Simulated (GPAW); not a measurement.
# How BaAg2As2 absorbs and reflects light

Aim: the dielectric function of BaAg2As2, and the optical constants that follow from it.

Program: GPAW 26.7.0. Level of theory: DFT, LDA, plane-wave PAW (GPAW data sets), scalar-relativistic, RPA, optical limit. Results are calculated unless marked as measured.

### 1. Starting point

Symmetry: I4/mmm, No. 139, tetragonal system. The conventional cell has a = 4.603 Å, b = 4.603 Å, c = 10.867 Å, α = 90.00°, β = 90.00°, γ = 90.00°. Ba has 10 As at 3.49 to 4.18 Å and 8 Ag at 3.56 Å nearest. Ag has 4 As at 2.72 Å and 4 Ag at 3.25 Å and 4 Ba at 3.56 Å nearest. Nearest to As lie 1 As at 2.52 Å and 4 Ag at 2.72 Å and 5 Ba at 3.49 to 4.18 Å. Farther neighbours are not listed.

### 2. Ground state

First the ground state: is it a metal or has it a gap?

This step: DFT, LDA, plane-wave PAW (GPAW data sets), scalar-relativistic, ground state (GPAW 26.7.0).

File gs.py:

```python
from ase import Atoms
from ase.dft.bandgap import bandgap
from gpaw import GPAW, PW, FermiDirac

atoms = Atoms(['Ba', 'Ag', 'Ag', 'As', 'As'],
              cell=[[-2.301250000000, 2.301250000000, 5.433600000000],
                    [2.301250000000, -2.301250000000, 5.433600000000],
                    [2.301250000000, 2.301250000000, -5.433600000000]],
              scaled_positions=[[0.000000000000, 0.000000000000, 0.000000000000],
                                [0.250000000000, 0.750000000000, 0.500000000000],
                                [0.750000000000, 0.250000000000, 0.500000000000],
                                [0.615800000000, 0.615800000000, 0.000000000000],
                                [0.384200000000, 0.384200000000, 0.000000000000]],
              pbc=[True, True, True])
atoms.calc = GPAW(mode=PW(450), xc='LDA', kpts={'size': (7, 7, 7), 'gamma': True},
                  occupations=FermiDirac(0.05), maxiter=150, txt='gs.txt')
print('energy (eV)', atoms.get_potential_energy())
print('Fermi level (eV)', atoms.calc.get_fermi_level())
print('valence electrons', atoms.calc.get_number_of_electrons())
print('gap (eV)', bandgap(atoms.calc, output=None)[0])
print('direct gap (eV)', bandgap(atoms.calc, direct=True, output=None)[0])
atoms.calc.write('gs.gpw')
```

On the command line:

```console
$ OMP_NUM_THREADS=1 python gs.py
```

Numbers of over 12 decimals in the logs are rounded to 6 here.

Output:

```text
__  _  _
 | _ |_)|_||  |
 |__||  | ||/\| - 26.7.0

Versions:
  Python: 3.12.14
  ASE:    3.29.0
  Numpy:  2.5.5
  Scipy:  1.18.1
  Libxc:  7.0.0

Input parameters:
  mode=PW(ecut=450.000000),
  kpts=MonkhorstPack(size=(7, 7, 7), gamma=True),
  maxiter=150,
  occupations=Occupations(name='fermi-dirac', width=0.05, fixmagmom=False),
  xc=XC(name='LDA')

Diagonalizing LCAO Hamiltonian
Converting LCAO to pw mode

       As

       As
        Ag
             Ag

       Ba

Atoms  # Å, Bohr magnetons
|   | symbol |         x |         y |        z |    initial magnetic moments |
| 0 |     Ba |  0.000000 |  0.000000 | 0.000000 | ( 0.0000,  0.0000,  0.0000) |
| 1 |     Ag |  2.301250 |  0.000000 | 2.716800 | ( 0.0000,  0.0000,  0.0000) |
| 2 |     Ag | -0.000000 |  2.301250 | 2.716800 | ( 0.0000,  0.0000,  0.0000) |
| 3 |     As | -0.000000 |  0.000000 | 6.692022 | ( 0.0000,  0.0000,  0.0000) |
| 4 |     As |  0.000000 | -0.000000 | 4.175178 | ( 0.0000,  0.0000,  0.0000) |

Unit cell  # Å
| periodic |         x |         y |         z |  lengths |     angles |
|      yes | -2.301250 |  2.301250 |  5.433600 | 6.333681 | 137.389656 |
|      yes |  2.301250 | -2.301250 |  5.433600 | 6.333681 | 137.389656 |
|      yes |  2.301250 |  2.301250 | -5.433600 | 6.333681 |  61.839066 |

Number of symmetries: 16
Symmetry operations  # r_c * U_cc + t_c -> r_c
|    | kind |            matrix            |
|  0 |  σ   |  1, 1, 1,  0, 0,-1,  0,-1, 0 |
|  1 |  C4  |  1, 1, 1,  0, 0,-1, -1, 0, 0 |
|  2 |  E   |  1, 0, 0,  0, 1, 0,  0, 0, 1 |
|  3 |  σ   |  1, 0, 0,  0, 1, 0, -1,-1,-1 |
|  4 |  σ   |  0, 1, 0,  1, 0, 0,  0, 0, 1 |
|  5 |  C2  |  0, 1, 0,  1, 0, 0, -1,-1,-1 |
|  6 |  C2  |  0, 0, 1, -1,-1,-1,  1, 0, 0 |
|  7 |  S4  |  0, 0, 1, -1,-1,-1,  0, 1, 0 |
|  8 |  C4  |  0, 0,-1,  1, 1, 1,  0,-1, 0 |
|  9 |  σ   |  0, 0,-1,  1, 1, 1, -1, 0, 0 |
| 10 |  σ   |  0,-1, 0, -1, 0, 0,  1, 1, 1 |
| 11 |  C2  |  0,-1, 0, -1, 0, 0,  0, 0,-1 |
| 12 |  C2  | -1, 0, 0,  0,-1, 0,  1, 1, 1 |
| 13 |  i   | -1, 0, 0,  0,-1, 0,  0, 0,-1 |
| 14 |  S4  | -1,-1,-1,  0, 0, 1,  1, 0, 0 |
| 15 |  C2  | -1,-1,-1,  0, 0, 1,  0, 1, 0 |

BZ-sampling:
  Number of BZ points: 343
  Number of IBZ points: 40

  Monkhorst-Pack size: [7, 7, 7]
  Monkhorst-Pack shift: [0, 0, 0]

K-points  # in reciprocal-cell coordinates
|     |                                coordinates |     weight |
|   0 | (  0.00000000,   0.00000000,   0.00000000) | 0.00291545 |
|   1 | (  0.14285714,  -0.14285714,   0.00000000) | 0.01166181 |
|   2 | (  0.14285714,  -0.14285714,   0.14285714) | 0.01166181 |
|   3 | (  0.14285714,   0.00000000,   0.00000000) | 0.02332362 |
|   4 | (  0.14285714,   0.14285714,  -0.14285714) | 0.00583090 |
|   5 | (  0.28571429,  -0.28571429,   0.00000000) | 0.01166181 |
|   6 | (  0.28571429,  -0.28571429,   0.14285714) | 0.02332362 |
|   7 | (  0.28571429,  -0.28571429,   0.28571429) | 0.01166181 |
|   8 | (  0.28571429,  -0.14285714,   0.00000000) | 0.04664723 |
|   9 | (  0.28571429,  -0.14285714,   0.14285714) | 0.02332362 |
| ... |                                            |            |
|  39 | (  0.42857143,   0.42857143,   0.42857143) | 0.02332362 |

Plane wave coefficients: 2520
Cutoff: 450.000000 eV

Spin-components: 1 (collinear spins)
Bands:           37
Projectors:      28
Spin-degeneracy: 2
Datatype:        complex128

Parallelization:
  kpt:    1
  domain: 1
  band:   1

Density:
  Valence electrons: 54.0
  Components: 1
  Grid points: [32 32 32]
  Charge: 0.0  # |e|

Potential:
  Grid points: [32 32 32]

species:
  Ba:
    name:    Barium
    id:
    Z:       56.0
    valence: 10
    core:    46
    charge:  0.0  # [|e|]
    compensation charges:
      type: gauss
      rc: 0.37  # [Å]
      lmax: 2
    cutoffs:
      filter: 2.06  # [Å]
      core: 2.33  # [Å]
    projectors
    | kind |    occ | energy [eV] | rcut [Å] |
    |   5s |  2.000 |     -33.774 |    1.164 |
    |   6s |  2.000 |      -3.346 |    1.164 |
    |   5p |  6.000 |     -18.813 |    1.164 |
    |    p |        |       0.000 |    1.164 |
    |    d |        |       0.000 |    1.164 |
    |    d |        |      27.211 |    1.164 |

    Using partial waves for Ba as LCAO basis

  Ag:
    name:    Silver
    id:
    Z:       47.0
    valence: 17
    core:    30
    charge:  0.0  # [|e|]
    compensation charges:
      type: gauss
      rc: 0.40  # [Å]
      lmax: 2
    cutoffs:
      filter: 2.35  # [Å]
      core: 2.19  # [Å]
    projectors
    | kind |    occ | energy [eV] | rcut [Å] |
    |   5s |  1.000 |      -4.708 |    1.286 |
    |   4p |  6.000 |     -58.678 |    1.328 |
    |   5p |  0.000 |      -0.844 |    1.328 |
    |   4d | 10.000 |      -7.664 |    1.180 |
    |    s |        |      22.503 |    1.286 |
    |    d |        |      19.547 |    1.180 |

    Using partial waves for Ag as LCAO basis

  As:
    name:    Arsenic
    id:
    Z:       33.0
    valence: 5
    core:    28
    charge:  0.0  # [|e|]
    compensation charges:
      type: gauss
      rc: 0.33  # [Å]
      lmax: 2
    cutoffs:
      filter: 1.87  # [Å]
      core: 2.96  # [Å]
    projectors
    | kind |    occ | energy [eV] | rcut [Å] |
    |   4s |  2.000 |     -14.691 |    1.058 |
    |   4p |  3.000 |      -5.342 |    1.058 |
    |    s |        |      12.520 |    1.058 |
    |    p |        |      21.869 |    1.058 |
    |    d |        |       0.000 |    1.058 |

    Using partial waves for As as LCAO basis

Reference energy: -632876.653707  # eV

eigensolver:
  PPCG
  Converge bands: occupied
  niter=2

density mixing:
  MSR1-Mixer
  Pratt-step length: 0.05
  Maximum mixing coefficient: 0.75
  Old densities: 10
  SVD Regularization: 0.005
  Good broyden scale: 1.0
  Trust region scale: 1.0
  Backstep threshold: 4.0
  History deletion threshold: 6.0
  Fourier metric: weight=20.0, sigma=0.015

occupation numbers:
  Fermi-Dirac:
    width: 0.0500  # eV

poisson solver:
  ecut: 3600.000000  # eV

xc functional:
  name: None

convergence criteria:
- Maximum [total energy] change in last 3 cyles: 0.0005 eV / valence electron
- Maximum integral of absolute [dens]ity change: 0.0001 electrons / valence electron
- Maximum integral of absolute [eigenst]ate change: 4e-08 eV^2 / valence electron
maximum number of iterations: 150

SCF iterations
|iter     |      energy | eigst |  dens |
|iter:   1||  -24.418731 | -0.06 |       |
|iter:   2||  -24.214220 | -2.14 | -1.26 |
|iter:   3||  -23.854352 | -1.17 | -1.30 |
|iter:   4||  -23.332827 | -2.26 | -1.44 |
|iter:   5||  -23.298346 | -3.01 | -1.90 |
|iter:   6||  -23.293772 | -3.75 | -2.27 |
|iter:   7||  -23.293629c| -5.35 | -3.01 |
|iter:   8||  -23.293640c| -6.36 | -3.58 |
|iter:   9||  -23.293642c| -7.74c| -4.14c|

Converged in 9 steps
SCF loop duration: 74.812 s (8.312 s/step)
Energy contributions relative to reference atoms: (reference = -632876.653707)

Energy contributions:
  Kinetic:          13.379640
  Coulomb:         -12.800034
  Zero:              0.199575
  External:          0.000000
  Xc:              -24.063553
  Entropy:          -0.018540
  Spinorbit:         0.000000
  ----------------------------
  Free energy:     -23.302912
  Extrapolated:    -23.293642

dipole moment: (-29.207246, -29.207246, 3.415811)  # |e|*Ang

Fermi level: 7.931
Eigenvalues  # (at kpt = [0.000, 0.000, 0.000])
| band index |      eig [eV] | occ [0-2] |
|          0 |       -47.885 |     2.000 |
|        ... |               |           |
|         20 |         3.532 |     2.000 |
|         21 |         3.678 |     2.000 |
|         22 |         4.027 |     2.000 |
|         23 |         5.713 |     2.000 |
|         24 |         5.713 |     2.000 |
|         25 |         6.967 |     2.000 |
|         26 |         6.967 |     2.000 |
|         27 |         7.859 |     1.620 |
|         28 |         8.995 |     0.000 |
|         29 |         9.739 |     0.000 |
|         30 |        10.846 |     0.000 |
|         31 |        11.361 |     0.000 |
|         32 |        12.733 |     0.000 |
|         33 |        13.214 |     0.000 |
|         34 |        13.214 |     0.000 |
|         35 |        15.055 |     0.000 |
|         36 |        15.055 |     0.000 |

No gap
No difference between direct/indirect transitions

--- standard output ---
energy (eV) -23.293642
Fermi level (eV) 7.931359
valence electrons 54.0
gap (eV) 0.0
direct gap (eV) 0.0
```

Wall time 80 s (1 thread of Arm Neoverse V1, shared host); peak memory 0.27 GiB.

This step gave:

| Property | Result |
| --- | --- |
| energy | -23.29 eV |
| Fermi energy | 7.931 eV |
| electrons | 54 |

There are states at the Fermi level within the smearing, so the occupations stay smeared and the carriers get a Drude term.

### 3. Bands for the response

The response needs many more empty bands than the density does.

This step: DFT, LDA, plane-wave PAW (GPAW data sets), scalar-relativistic, bands at fixed density (GPAW 26.7.0).

File nscf.py:

```python
from ase.dft.bandgap import bandgap
from gpaw import GPAW, FermiDirac

calc = GPAW('gs.gpw').fixed_density(kpts={'size': (12, 12, 12), 'gamma': True}, nbands=71, convergence={'bands': 65},
                                    occupations=FermiDirac(0.05), txt='nscf.txt')
print('gap (eV)', bandgap(calc, output=None)[0])
print('direct gap (eV)', bandgap(calc, direct=True, output=None)[0])
print('top band over the Fermi level (eV)', min(calc.get_eigenvalues(kpt=k)[64] for k in range(len(calc.get_ibz_k_points()))) - calc.get_fermi_level())
calc.write('full.gpw', mode='all')
```

On the command line:

```console
$ OMP_NUM_THREADS=1 python nscf.py
```

Output:

```text
Diagonalizing LCAO Hamiltonian
Converting LCAO to pw mode
convergence criteria:
- Maximum integral of absolute [eigenst]ate change: 4e-08 eV^2 / valence electron
maximum number of iterations: 150

SCF iterations
|iter     |      energy | eigst |  dens |
|iter:   1||             | +3.10 |       |
|iter:   2||             | +1.83 |       |
|iter:   3||             | +0.69 |       |
|iter:   4||             | -0.31 |       |
|iter:   5||             | -1.04 |       |
|iter:   6||             | -1.59 |       |
|iter:   7||             | -2.12 |       |
|iter:   8||             | -2.56 |       |
|iter:   9||             | -3.00 |       |
|iter:  10||             | -3.40 |       |
|iter:  11||             | -3.81 |       |
|iter:  12||             | -4.20 |       |
|iter:  13||             | -4.64 |       |
|iter:  14||             | -5.06 |       |
|iter:  15||             | -5.49 |       |
|iter:  16||             | -5.92 |       |
|iter:  17||             | -6.32 |       |
|iter:  18||             | -6.72 |       |
|iter:  19||             | -7.09 |       |
|iter:  20||             | -7.42c|       |
SCF steps: 20
  __  _  _
 | _ |_)|_||  |
 |__||  | ||/\| - 26.7.0

Versions:
  Python: 3.12.14
  ASE:    3.29.0
  Numpy:  2.5.5
  Scipy:  1.18.1
  Libxc:  7.0.0

Input parameters:
  mode=PW(ecut=450.000000),
  convergence={'bands': 65},
  gpts=array([32, 32, 32]),
  kpts=MonkhorstPack(size=(12, 12, 12), gamma=True),
  maxiter=150,
  nbands=71,
  occupations=Occupations(name='fermi-dirac', width=0.05, fixmagmom=False),
  parallel={},
  xc=XC(name='LDA')

--- standard output ---
gap (eV) 0.0
direct gap (eV) 0.0
top band over the Fermi level (eV) 20.249175
```

Run time: 20 min. Hardware: 1 thread; peak memory 0.8 GiB.

(Part 1 of 2 ends here.)

[Machine, clock and banner lines and Python warnings are left out of the logs.]

[Logs are printed without paths, hosts, clocks, repeated set-up lines and the standing remarks that a program may print on its own settings, such as how far it seeks lower states.]

[Hosts, paths, dates, database ids (printed as entryN), source tags and the programs' standing remarks are cut or masked in the printed files.]
